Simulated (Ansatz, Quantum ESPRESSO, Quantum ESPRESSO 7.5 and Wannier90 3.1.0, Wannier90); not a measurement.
# straight Sc chain, spacing 2.80 Å: Wannier functions and conductance

Aim: a Wannier model and the conductance steps that follow from it, for this wire: straight Sc chain, spacing 2.80 Å.

Method: plane-wave DFT, LDA, GBRV ultrasoft pseudopotentials (cross-check by Ansatz 0.2.0 with PAW datasets), in Quantum ESPRESSO 7.5 and Wannier90 3.1.0.

Report form: the programs' logs are mostly left out.

### Step 1. Starting point

The cell holds 1 atom: 1 Sc. Its edges and angles: a = 8.000 Å, b = 8.000 Å, c = 2.800 Å, α = 90.0°, β = 90.0°, γ = 90.0°. Vacuum lies along a and b. The structure's axis is c.

### Step 2. Self-consistent run

The input, scf.in:

```
&control
  prefix = 'scf'
  outdir = './out'
  pseudo_dir = './pseudo'
  calculation = 'scf'
  tprnfor = .true.
/
&system
  ibrav = 0
  nat = 1
  ntyp = 1
  ecutwfc = 34
  ecutrho = 170
  occupations = 'smearing'
  smearing = 'mv'
  degauss = 0.005
/
&electrons
  conv_thr = 1e-07
  mixing_beta = 0.4
  electron_maxstep = 120
  mixing_mode = 'local-TF'
/
ATOMIC_SPECIES
  Sc  44.9559  sc_lda_v1.uspp.F.UPF
CELL_PARAMETERS angstrom
  8.00000000000000 0.00000000000000 0.00000000000000
  0.00000000000000 8.00000000000000 0.00000000000000
  0.00000000000000 0.00000000000000 2.80000000000000
ATOMIC_POSITIONS crystal
  Sc  0.000000000000 0.000000000000 0.000000000000
K_POINTS automatic
  1 1 24 0 0 0
```

On the command line:

```console
$ OMP_NUM_THREADS=1 mpirun -n 2 pw.x -nk 2 -in scf.in > scf.out
```

Run time: 8.8 s. Hardware: 2 MPI ranks of Arm Neoverse V1, shared host; peak memory 0.26 GiB.

Numbers from this step:

```
free energy  : -1279.8153 eV
Fermi energy : -1.250 eV
```

The program's own clock; routines nest. Time by routine:

| routine | wall time (s) | calls |
| --- | --- | --- |
| PWSCF | 8.25 | 1 |
| electrons | 7.66 | 1 |
| c_bands | 3.26 | 14 |
| cegterg | 2.97 | 98 |
| fftw | 2.6 | 5536 |
| h_psi | 2.59 | 325 |
| vloc_psi | 2.4 | 325 |
| sum_band | 1.75 | 14 |
| mix_rho | 1.56 | 14 |
| newd | 1.05 | 15 |
| ffts | 0.75 | 1176 |
| init_run | 0.39 | 1 |
| wfcinit | 0.15 | 1 |
| init_us_2 | 0.14 | 210 |

The run needed 14 iterations to bring the estimated error under 1e-07 Ry.

### Step 3. Full uniform mesh without symmetry

Wannier90 needs the states on a whole uniform mesh, listed point by point, without symmetry.

The input, nscf.in:

```
&control
  prefix = 'nscf'
  outdir = './out'
  pseudo_dir = './pseudo'
  calculation = 'nscf'
/
&system
  ibrav = 0
  nat = 1
  ntyp = 1
  ecutwfc = 34
  ecutrho = 170
  occupations = 'smearing'
  smearing = 'mv'
  degauss = 0.005
  nosym = .true.
  noinv = .true.
  nbnd = 20
/
&electrons
  conv_thr = 1e-09
  mixing_beta = 0.4
  electron_maxstep = 120
  mixing_mode = 'local-TF'
  diago_full_acc = .true.
/
ATOMIC_SPECIES
  Sc  44.9559  sc_lda_v1.uspp.F.UPF
CELL_PARAMETERS angstrom
  8.00000000000000 0.00000000000000 0.00000000000000
  0.00000000000000 8.00000000000000 0.00000000000000
  0.00000000000000 0.00000000000000 2.80000000000000
ATOMIC_POSITIONS crystal
  Sc  0.000000000000 0.000000000000 0.000000000000
K_POINTS crystal
12
  0.0000000000 0.0000000000 0.0000000000 0.0833333333
  0.0000000000 0.0000000000 0.0833333333 0.0833333333
  0.0000000000 0.0000000000 0.1666666667 0.0833333333
  0.0000000000 0.0000000000 0.2500000000 0.0833333333
  0.0000000000 0.0000000000 0.3333333333 0.0833333333
  0.0000000000 0.0000000000 0.4166666667 0.0833333333
  0.0000000000 0.0000000000 0.5000000000 0.0833333333
  0.0000000000 0.0000000000 0.5833333333 0.0833333333
  0.0000000000 0.0000000000 0.6666666667 0.0833333333
  0.0000000000 0.0000000000 0.7500000000 0.0833333333
  0.0000000000 0.0000000000 0.8333333333 0.0833333333
  0.0000000000 0.0000000000 0.9166666667 0.0833333333
```

On the command line:

```console
$ cp -r out/scf.save out/nscf.save
$ cp out/scf.xml out/nscf.xml
$ OMP_NUM_THREADS=1 mpirun -n 2 pw.x -nk 1 -in nscf.in > nscf.out
```

Wall time 6.7 s (2 MPI ranks); peak memory 0.11 GiB; 13 s of CPU time.

This step gave:

- Fermi energy: -1.246 eV

The program's own clock; routines nest. Time by routine:

| routine | wall time (s) | calls |
| --- | --- | --- |
| PWSCF | 6.19 | 1 |
| electrons | 5.93 | 1 |
| c_bands | 5.93 | 1 |
| cegterg | 5.71 | 36 |
| h_psi | 4.26 | 625 |
| vloc_psi | 4.02 | 625 |
| fftw | 3.68 | 11882 |
| cdiaghg | 0.25 | 589 |
| init_run | 0.16 | 1 |
| h_psi:calbec | 0.12 | 625 |
| calbec | 0.12 | 625 |
| add_vuspsi | 0.11 | 625 |
| s_psi | 0.1 | 625 |
| hinit0 | 0.07 | 1 |

### Step 4. Neighbour list from wannier90 -pp

The .win file sets projections and windows: states in the frozen window are kept exactly, the outer window gives room to disentangle.

The input, wan.win:

```
num_wann = 9
num_bands = 20
num_iter = 200
num_print_cycles = 20
conv_tol = 1e-8
conv_window = 5
guiding_centres = true
dis_num_iter = 1500
dis_conv_tol = 1e-8
dis_win_min = -12.2502
dis_win_max = 7.7498
dis_froz_max = 0.2498
search_shells = 120
fermi_energy = -1.2502

transport = true
transport_mode = bulk
one_dim_axis = z
dist_cutoff = 16.7
dist_cutoff_mode = one_dim
tran_win_min = -4.0
tran_win_max = 2.0
tran_energy_step = 0.02

bands_plot = true
bands_num_points = 96
begin kpoint_path
G 0.0 0.0 0.0 Z 0.0 0.0 0.5
end kpoint_path

begin projections
Sc:s;p;d
end projections

begin unit_cell_cart
ang
  8.0000000000 0.0000000000 0.0000000000
  0.0000000000 8.0000000000 0.0000000000
  0.0000000000 0.0000000000 2.8000000000
end unit_cell_cart

begin atoms_frac
  Sc 0.0000000000 0.0000000000 0.0000000000
end atoms_frac

mp_grid = 1 1 12
begin kpoints
  0.0 0.0 0.0000000000
  0.0 0.0 0.0833333333
  0.0 0.0 0.1666666667
  0.0 0.0 0.2500000000
  0.0 0.0 0.3333333333
  0.0 0.0 0.4166666667
  0.0 0.0 0.5000000000
  0.0 0.0 0.5833333333
  0.0 0.0 0.6666666667
  0.0 0.0 0.7500000000
  0.0 0.0 0.8333333333
  0.0 0.0 0.9166666667
end kpoints
```

On the command line:

```console
$ OMP_NUM_THREADS=1 wannier90.x -pp wan > wan.pp.log
```

Elapsed: 0.46 s, on 1 MPI rank; peak memory 0.09 GiB.

### Step 5. Overlaps and projections

pw2wannier90.x computes the overlaps between neighbouring k-points and the projections.

The input, wan.p2w.in:

```
&inputpp
  prefix = 'nscf'
  outdir = './out'
  seedname = 'wan'
  write_mmn = .true.
  write_amn = .true.
  write_unk = .false.
/
```

On the command line:

```console
$ OMP_NUM_THREADS=1 mpirun -n 2 pw2wannier90.x -in wan.p2w.in > wan.p2w.out
```

Run time: 4 s. Hardware: 2 MPI ranks; peak memory 0.1 GiB.

### Step 6. Wannier functions and transport

After disentangling and localising, transport_mode = bulk builds principal layers from hoppings within dist_cutoff and counts open channels.

wan.win is that of step 4.

On the command line:

```console
$ OMP_NUM_THREADS=1 wannier90.x wan > wan.run.log
```

Wall time 3.6 s (1 MPI rank); peak memory 0.09 GiB.

Read from the output:

| Quantity | Value |
| --- | --- |
| lead channels at the Fermi level, one spin | 4.000 |
| total spread | 18.30 Å² |
| gauge-invariant spread | 14.57 Å² |
| largest misfit to plane-wave levels between mesh points, inside the frozen window | 0.04226 eV |

Per spin. The quantum conductance of the perfect wire, open channels by energy, zero at the Fermi level:

| energy (eV) | quantum conductance of the perfect wire, open channels |
| --- | --- |
| -2.7600 | 3.0e-9 |
| -2.5000 | 1 |
| -2.2600 | 1.000 |
| -2.0000 | 1 |
| -1.7600 | 1 |
| -1.5000 | 1 |
| -1.2600 | 1 |
| -1.0200 | 1 |
| -0.7600 | 1 |
| -0.5000 | 1 |
| -0.2600 | 3.00 |
| 0.0000 | 4.00 |
| 0.2400 | 4 |
| 0.5000 | 6 |
| 0.7400 | 6 |
| 1.0000 | 4 |
| 1.2400 | 4 |
| 1.5000 | 2 |
| 1.7400 | 1.00 |
| 2.0000 | 1 |

Wannier functions:

| no. | x (Å) | y (Å) | z (Å) | spread (Å²) |
| --- | --- | --- | --- | --- |
| 1 | 2.20e-5 | -0.004857 | 1.399 | 2.439 |
| 2 | 2.16 | -0.003674 | 2.798 | 3.2 |
| 3 | -2.161 | -0.002337 | -0.00161 | 3.2 |
| 4 | 1.27e-4 | 1.182 | 4.20e-4 | 2.296 |
| 5 | -2.40e-5 | -7.90e-5 | -1.53e-4 | 1.262 |
| 6 | -2.40e-5 | 0 | 3.29e-4 | 1.161 |
| 7 | 0 | 0.001333 | -1.69e-4 | 1.161 |
| 8 | -9.80e-5 | -1.17 | 3.39e-4 | 2.281 |
| 9 | -2.90e-5 | 0.002237 | 0 | 1.301 |

The electronic bands at the labelled points (eV, zero at the Fermi level; # counts the bands kept):

| point | #1 | #2 | #3 | #4 | #5 | #6 |
| --- | --- | --- | --- | --- | --- | --- |
| Γ | -2.55 | -0.21 | 0.32 | 0.40 | 0.89 | 0.89 |
| halfway | -0.98 | 0.38 | 0.38 | 0.82 | 0.86 | 1.09 |
| Z | -0.35 | -0.35 | 1.37 | 1.38 | 1.69 | 2.69 |

Bands and channels are those of the Wannier model: bands that were not projected, and all outside the frozen window, are missing or only approximate.

At least 2 of the functions sit far from every atom, off the bonds: the outer window has let in states of the vacuum, so the basis is not the atomic one that was projected.

### Step 7. Neighbour list from wannier90 -pp, with dis_froz_max − E_F = -2.0

How much does a setting matter? One run is repeated with a change.

wan_w.win, as its differences from the input of step 6:

```diff
@@ -11,3 +11,3 @@
 dis_win_max = 7.7498
-dis_froz_max = 0.2498
+dis_froz_max = -3.2502
 search_shells = 120
```

On the command line:

```console
$ OMP_NUM_THREADS=1 wannier90.x -pp wan_w > wan_w.pp.log
```

It took 0.46 s on 1 MPI rank; peak memory 0.09 GiB.

### Step 8. Overlaps and projections

The same post-processing, on the changed run.

The input, wan_w.p2w.in:

```
&inputpp
  prefix = 'nscf'
  outdir = './out'
  seedname = 'wan_w'
  write_mmn = .true.
  write_amn = .true.
  write_unk = .false.
/
```

On the command line:

```console
$ OMP_NUM_THREADS=1 mpirun -n 2 pw2wannier90.x -in wan_w.p2w.in > wan_w.p2w.out
```

Run time: 4 s. Hardware: 2 MPI ranks; peak memory 0.1 GiB.

### Step 9. Wannier functions and transport, with dis_froz_max − E_F = -2.0

A sensitivity test on the input.

wan_w.win, as its differences from the input of step 6:

```diff
@@ -11,3 +11,3 @@
 dis_win_max = 7.7498
-dis_froz_max = 0.2498
+dis_froz_max = -3.2502
 search_shells = 120
```

On the command line:

```console
$ OMP_NUM_THREADS=1 wannier90.x wan_w > wan_w.run.log
```

Elapsed: 3.7 s, on 1 MPI rank; peak memory 0.09 GiB.

The changed values were drawn from a wide range, not chosen for quality; the comparison shows what they did here together.

The total spread is 17.5 against 18.3 Å². Between −2 and 1.5 eV the channel count differs from the first run's at 23 % of the energies, and at the Fermi level it is 4 against 4. The frozen window now ends below the Fermi level, so the states there are no longer held.

### Step 10. Neighbour list from wannier90 -pp, with num_wann = 10

One more run, with a changed input.

wan_bad.win, as its differences from the input of step 6:

```diff
@@ -1,2 +1,2 @@
-num_wann = 9
+num_wann = 10
 num_bands = 20
```

On the command line:

```console
$ OMP_NUM_THREADS=1 wannier90.x -pp wan_bad > wan_bad.pp.log
```

It took 0.44 s on 1 MPI rank; peak memory 0.09 GiB.

The input was rejected at the start.

The fault put into the input: more Wannier functions than projections (num_wann = 10).

Each Wannier function needs a starting projection, or random ones must be asked for.

### Step 11. The same in Ansatz

A second code with its own PAW datasets, on the same atoms.

Level of this step: plane-wave DFT, LDA, Ansatz PAW (Ansatz 0.2.0).

System of this step: straight Sc chain, spacing 2.80 Å, 2 periods. The cell holds 2 atoms: 2 Sc. Cell: a = 8.000 Å, b = 8.000 Å, c = 5.600 Å, α = 90.0°, β = 90.0°, γ = 90.0°. Vacuum lies along a and b. The structure's axis is c.

The input, input.yaml:

```yaml
crystal:
  lattice:
    - [8.0, 0.0, 0.0]
    - [0.0, 8.0, 0.0]
    - [0.0, 0.0, 5.6]
  atoms:
    - { symbol: Sc, position: [0.0, 0.0, 0.0] }
    - { symbol: Sc, position: [0.0, 0.0, 0.5] }
kpoints:
  mp_grid: { grid: [1, 1, 12] }
hamiltonian:
  xc: lda
scf:
  occupations: { method: fermi_dirac, width: 0.05 }
  convergence: { dr2_threshold: 1.0e-08 }
output:
  transmission:
    leads: [[0, 0]]
    e_range: [-4.0, 2.0]
    de: 0.05
    kmesh: [1, 1]
    reduced_basis: true
```

On the command line:

```console
$ ansatz run input.yaml --threads 2 --pin off --max-ram 4096MiB --backend cpu --events-out ev --progress --plain --runs-dir out
```

The job ended after 33 s (2 threads; peak memory 0.46 GiB; 64 s of CPU time).

Read from the output:

| Quantity | Value |
| --- | --- |
| free energy | -4171.4727 eV |
| energy at zero smearing | -4171.4410 eV |
| smearing term TS | 0.06341 eV |
| Fermi energy | -1.252 eV |
| symmetry operations | 32 |
| lead channels at the Fermi level, one spin | 4 |

Per spin. Table of open channels by energy, zero at the Fermi level:

| energy (eV) | open channels |
| --- | --- |
| -2.600 | 0 |
| -2.400 | 1 |
| -2.200 | 1 |
| -2.000 | 1 |
| -1.800 | 1 |
| -1.600 | 1 |
| -1.400 | 1 |
| -1.200 | 1 |
| -1.000 | 1 |
| -0.800 | 1 |
| -0.600 | 1 |
| -0.400 | 1 |
| -0.200 | 4 |
| 0.000 | 4 |
| 0.200 | 4 |
| 0.400 | 5 |
| 0.600 | 6 |
| 0.800 | 6 |
| 1.000 | 4 |
| 1.200 | 4 |
| 1.400 | 2 |
| 1.600 | 2 |
| 1.800 | 1 |
| 2.000 | 1 |

### Step 12. Worked from the printed numbers

4 channels × 77.48 µS = 310 µS, a two-terminal resistance of 12.906/4 = 3.23 kΩ whatever the wire's length, as long as nothing scatters.

### Step 13. Results

```yaml
open_channels_at_the_fermi_level_per_spin: 4
total_spread: 18.3 Å²
gauge_invariant_spread: 14.6 Å²
largest_band_misfit_in_the_frozen_window: 0.0423 eV
channels_at_the_fermi_level_by_ansatz: 4
```

The wire offers 4 channels per spin at the Fermi level. Between -4 and 1.5 eV the channel count from Wannier functions equals that from Ansatz's layer matching at 96 % of the energies; outside the frozen window the Wannier bands are not held to the plane-wave ones. Each plane-wave level in the frozen window has a Wannier level within 0.05 eV; this test doesn't see extra bands that a model may add. At least one function lies in the vacuum, so the spreads don't describe atomic orbitals, though the frozen bands are still reproduced. The wire is perfect, so the conductance only counts bands: each channel, with its partner of the other spin, carries G₀ = 2e²/h. It was run without spin polarisation, which was not tested.

[Logs are printed without paths, hosts, clocks, repeated set-up lines and the standing remarks that a program may print on its own settings, such as how far it seeks lower states.]

[Hosts, paths, dates, database ids (printed as entryN), source tags and the programs' standing remarks are cut or masked in the printed files.]

[Maps of the electrostatic potential energy from Ansatz leave out the sawtooth potential of an applied field or a dipole correction, so their vacuum need not be flat; planar profiles and work functions include it.]
